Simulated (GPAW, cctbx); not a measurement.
# ZnSnPPt4: deformation density and structure factors from DFT

Question: by how much does bonding change the X-ray structure factors of ZnSnPPt4, how firmly does DFT give the change, and what does a routine refinement make of it?

The cell comes from substitution in a known structure type and wasn't matched to any measured phase. All numbers below are calculated.

## Step 1: Relax the structure

The density hangs on the geometry, so cell and atoms are relaxed first, with the symmetry held. The cutoff is set higher than for the density because stress converges slowly with plane waves.

Settings: GPAW 26.7.0, PBE, 570 eV, 5×5×3 k-points (along the axes of the calculation cell), Fermi–Dirac width 0.1 eV, BFGS to 0.03 eV/Å.

```text
cell
1.0
     4.028000000    0.000000000    0.000000000
     0.000000000    4.028000000    0.000000000
     0.000000000    0.000000000    7.314000000
Pt Sn Zn P
4 1 1 1
Direct
0.500000000 0.000000000 0.719200000
0.500000000 0.000000000 0.280800000
0.000000000 0.500000000 0.719200000
0.000000000 0.500000000 0.280800000
0.000000000 0.000000000 0.000000000
0.500000000 0.500000000 0.000000000
0.000000000 0.000000000 0.500000000
```

```console
$ OMP_NUM_THREADS=1 mpirun -n 4 gpaw python run.py > gpaw.log
```

```text
BFGS:    0      -38.204942        0.827002
BFGS:    1      -38.219244        0.776057
BFGS:    2      -38.294712        0.249905
BFGS:    3      -38.297080        0.199729
...
BFGS:   10      -38.338401        0.050736
BFGS:   11      -38.339313        0.051208
BFGS:   12      -38.339889        0.026971
cell  4.0492 4.0492 6.9666  90.00 90.00 90.00
volume 114.226 A^3, largest force 0.001 eV/A, largest stress 0.26 GPa
```

After 12 steps the volume has changed by -3.7 % and the energy by -0.135 eV; the largest stress left is 0.26 GPa. It took 2.7 min on 4 cores of Arm Neoverse V2 (shared host), peak memory 1.3 GiB.

Relaxed structure: P4/mmm (no. 123), a = 4.0492 Å, b = 4.0492 Å, c = 6.9666 Å, α = 90.00°, β = 90.00°, γ = 90.00°.

| atom | mult. | x | y | z |
| --- | --- | --- | --- | --- |
| Pt1 | 4 | 1/2 | 0 | 0.7139 |
| Sn1 | 1 | 0 | 0 | 0 |
| Zn1 | 1 | 1/2 | 1/2 | 0 |
| P1 | 1 | 0 | 0 | 1/2 |

## Step 2: The all-electron density

X-rays see the whole electron density, so the PAW density is rebuilt with its core regions. Subtracting spherical free atoms from the same code cancels the cores and leaves the deformation density Δρ, the part due to bonding.

Settings: PBE, 450 eV, 6×6×4 k-points (along the axes of the calculation cell), Fermi–Dirac width 0.1 eV; primitive cell of 7 atoms.

```console
$ OMP_NUM_THREADS=1 mpirun -n 4 gpaw python run.py > gpaw.log
```

```text
|iter:   1|       0s |  -39.663953 | +0.57 |       |
|iter:   2|       2s |  -39.395850 | -0.68 | -1.25 |
|iter:   3|       4s |  -38.208567 | -1.06 | -1.30 |
...
|iter:  10|      15s |  -38.107009c| -6.05 | -4.42c|
|iter:  11|      17s |  -38.107010c| -6.73 | -4.91c|
|iter:  12|      18s |  -38.107010c| -7.43c| -5.47c|
```

```text
grid (40, 40, 70)  electrons 407.000  moved by bonding 1.571 e
deformation density beyond 0.5 A of the nuclei: max 0.108, min -0.245 e/A^3
atom        x       y       z   Voronoi charge  moment
Pt1    0.5000  0.0000  0.7139     -0.006       0.00
Pt2    0.5000  0.0000  0.2861     -0.006       0.00
Pt3    0.0000  0.5000  0.7139     -0.006       0.00
Pt4    0.0000  0.5000  0.2861     -0.006       0.00
Sn5    0.0000  0.0000  0.0000      0.040       0.00
Zn6    0.5000  0.5000  0.0000      0.117       0.00
P 7    0.0000  0.0000  0.5000     -0.135       0.00
mean inner potential of superposed free atoms 27.482 V
total magnetic moment 0.000 muB
```

Deformation density in a plane through the shortest contact of the Pt atom at the origin, in 0.01 e/Å³ (clipped at ±99); x from -1.6 to 4.1 Å, y from 2.4 down to -2.4 Å:

```text
  2  -4   .   .  -3   6   3 -11   .   .   .  -6   2   2  -4  -3
  0  -9   .  -4  -1   5   2  -6  -8   .   3  -1   1   1  -2  -6
 -2  -5  -3   2   4   4   3  -2  -4  -8   0   1   1   0  -1  -1
 -1   0   4   7   4   2   2   2   2   4   7   4   0  -1   0   1
  0   1   1   0  -7  -4  -2   2   4   4   2  -3  -5  -2   1   0
  1   1  -1   3   .  -7  -7   1   5  -1  -4   .  -9  -1   5   0
  2   2  -6 -10   .   . -12   3   6  -2   .   .  -3   2   7  -2
  2   4  -2 -15   .   3   1   2   4  -5  -8   .  -4   2   5  -2
  1   3   2   0  -6  -5  -2   1   0  -3  -5  -1   3   4   4   1
  0   1   2   3   3   3   2   1  -1  -1   1   6   6   3   2   2
  1   1   1   2   3   2   0  -1  -1   0   1   1  -3  -7  -3   0
  2   2   0  -1  -4  -4  -5  -5  -1   2  -1   0   1   . -10  -3
  2   3   1  -4  -3   2   0  -5  -1   3  -1 -13   .   . -12  -4
```

Atoms in or within 0.15 Å of the plane: Pt (3.3, -2.4), Pt (0.0, 0.0), Pt (1.8, 2.4), P (2.5, 0.0), P (-0.8, 2.4) Å. Dots mark points within about 0.45 Å of a nucleus; large values next to them are atomic features.

P gains most (-0.14 e) and Zn loses most (+0.12 e), which isn't the order of electronegativity: valence and coordination count too, and Voronoi cells cut space at the midplane whatever the atoms' sizes. Such charges fall far short of formal ones, since overlapping free atoms already put density on their neighbours. Along the shortest contact from the Pt atom at the map's origin, Pt–P at 2.51 Å, Δρ is +0.07 e/Å³ at the midpoint and highest, +0.07, 1.38 Å from Pt (points within 0.5 Å of a nucleus left out): a modest build-up. At the midpoints of other shortest contacts it is +0.04 (Pt–Sn, 2.84 Å), +0.03 (Pt–Zn, 2.84 Å), +0.05 (Pt–Pt, 2.86 Å) and 0.00 (Sn–Zn, 2.86 Å) e/Å³. Point values carry grid noise of about 0.01 e/Å³. The run needed 12 iterations, 25 s.

## Step 3: From the density to structure factors

The Fourier components of Δρ, added to those of the free atoms, give the static X-ray structure factors; the Mott–Bethe relation turns them into the Fourier components V of the potential that fast electrons feel.

```text
static structure factors of the conventional cell: F in electrons, V (Mott-Bethe) in volts
   h  k  l      d  |F| table  |F| free   |F| DFT   change   |V| free  |V| DFT  change %
   0  0  1  6.9666     5.349     5.291     5.329    0.038     0.397    0.471     18.8
   1  0  0  4.0492    30.265    30.282    30.313    0.030     3.104    3.084     -0.6
   1  0  1  3.5008     5.530     5.528     5.569    0.042     0.259    0.280      7.9
   0  0  2  3.4833   172.941   172.697   172.733    0.037     6.239    6.221     -0.3
   1  1  0  2.8632   195.403   195.238   195.030   -0.208     7.159    7.227      1.0
   1  1  1  2.6483   115.430   115.316   114.993   -0.323     5.564    5.655      1.6
   1  0  2  2.6407    26.844    26.928    27.023    0.095     2.259    2.232     -1.2
   0  0  3  2.3222   216.702   216.479   215.814   -0.666     9.659    9.803      1.5
   1  1  2  2.2119   302.786   302.531   301.839   -0.692    14.327   14.463      0.9
   2  0  0  2.0246   319.866   319.530   318.860   -0.671    14.387   14.498      0.8
   1  0  3  2.0144     5.642     5.741     5.837    0.095     0.121    0.136     12.9
   2  0  1  1.9442     5.432     5.544     5.464   -0.080     0.069    0.057    -17.5
   2  1  0  1.8109    23.404    23.534    23.474   -0.060     1.509    1.517      0.5
   1  1  3  1.8036   102.943   102.945   102.665   -0.280     3.677    3.714      1.0
```

The largest X-ray change is -0.69 e on 112, 0.2 % of |F|. For electrons V goes as (Z − F)/g², so a change of F counts against Z − F, which is small at low angle and wherever the atoms' terms cancel: |V| of 001 moves by +18.8 % (0.40 to 0.47 V) against +0.7 % in |F|. The last three rows still change by up to 0.28 e; the table stops while the angles are still low. The tabulated Hartree–Fock atoms differ from the free DFT atoms by up to 0.34 e, so the choice of reference atom matters too.

## Step 4: How cheap can the run be?

Cutoff and k-mesh: one is changed at a time, to find what the result needs.

| run | ΔF 112 (e) | ΔF 200 (e) | ΔF 003 (e) | q(P) (e) | moved (e) | time |
| --- | --- | --- | --- | --- | --- | --- |
| 450 eV 6×6×4 | -0.692 | -0.671 | -0.666 | -0.135 | 1.571 | 25 s |
| 250 eV 6×6×4 | -0.728 | -0.705 | -0.733 | -0.135 | 1.899 | 14 s |
| 350 eV 6×6×4 | -0.697 | -0.678 | -0.678 | -0.138 | 1.596 | 21 s |
| 750 eV 6×6×4 | -0.692 | -0.671 | -0.668 | -0.133 | 1.570 | 61 s |
| 450 eV 2×2×1 | -0.658 | -0.566 | -0.782 | -0.109 | 1.595 | 8.3 s |
| 450 eV 3×3×2 | -0.721 | -0.662 | -0.748 | -0.140 | 1.649 | 10 s |

Within 0.01 e of the base on all three: 750 eV 6×6×4. The largest error, 0.116 e, comes with 450 eV 2×2×1. The moved charge is off by up to 21 % among these runs. Times are from shared hosts.

## Step 5: Refining ordinary atoms against data with bonding

Routine crystallography fits spherical atoms. To see the bias, intensities are simulated from tabulated atoms plus the DFT change ΔF, so that bonding alone can misfit (3790 reflections of the full sphere, merged to the counts below, to 0.5 Å, 1 % proportional noise plus counting noise, assumed isotropic U as listed, Δρ smeared by the mean U) and refined with cctbx over different ranges.

```
                    range  data      R1  GooF  U Pt1 (true 0.0045)  U Sn1 (true 0.0054)  U Zn1 (true 0.0065)  U P1 (true 0.0082)  largest shift (Å)  Δρ max, min (e/Å³)
                 all data   333  0.0038  1.01               0.0045               0.0054               0.0064              0.0082             0.0000         0.77, -0.67
 low resolution, d > 0.84    86  0.0030  0.99               0.0045               0.0054               0.0063              0.0078             0.0001         0.31, -0.29
     high order, d < 0.75   218  0.0046  1.03               0.0045               0.0054               0.0064              0.0083             0.0000         0.74, -0.51
occupancies free, d > 0.7   137  0.0031  0.93               0.0045               0.0054               0.0062              0.0076             0.0001         0.34, -0.32
```

With all data GooF is 1.01, so at this noise the bonding hardly shows; the top residual peak lies 0.55 Å from Sn and 2.49 Å from Pt. No U is off by more than 3 s.u. at low resolution. With Pt1 held at 1 and the scale free, the other occupancies refine to Sn1 1.001(0.002), Zn1 0.994(0.003) and P1 0.993(0.006), within three s.u. of full.

## Step 6: Answer

Bonding moves 1.57 e in the primitive cell of ZnSnPPt4 and changes the structure factors of the conventional cell in the table above by at most 0.69 e (112, 0.2 %), and among reflections above 2 % of the strongest by up to 0.4 % (102). The shortest bond, Pt–P, has Δρ = +0.07 e/Å³ at its midpoint. Within 0.01 e of the base on all three: 750 eV 6×6×4. The largest error, 0.116 e, comes with 450 eV 2×2×1. The moved charge is off by up to 21 % among these runs. With all data GooF is 1.01, so at this noise the bonding hardly shows. Limits: static density, frozen cores, no spin–orbit coupling.

[Outputs are excerpts: Python notices, other lines and further rows are left out; steps that failed or that the build refused (PBEsol, TPSS) are not shown.]

[Logs are printed without paths, hosts, clocks, repeated set-up lines and the standing remarks that a program may print on its own settings, such as how far it seeks lower states.]
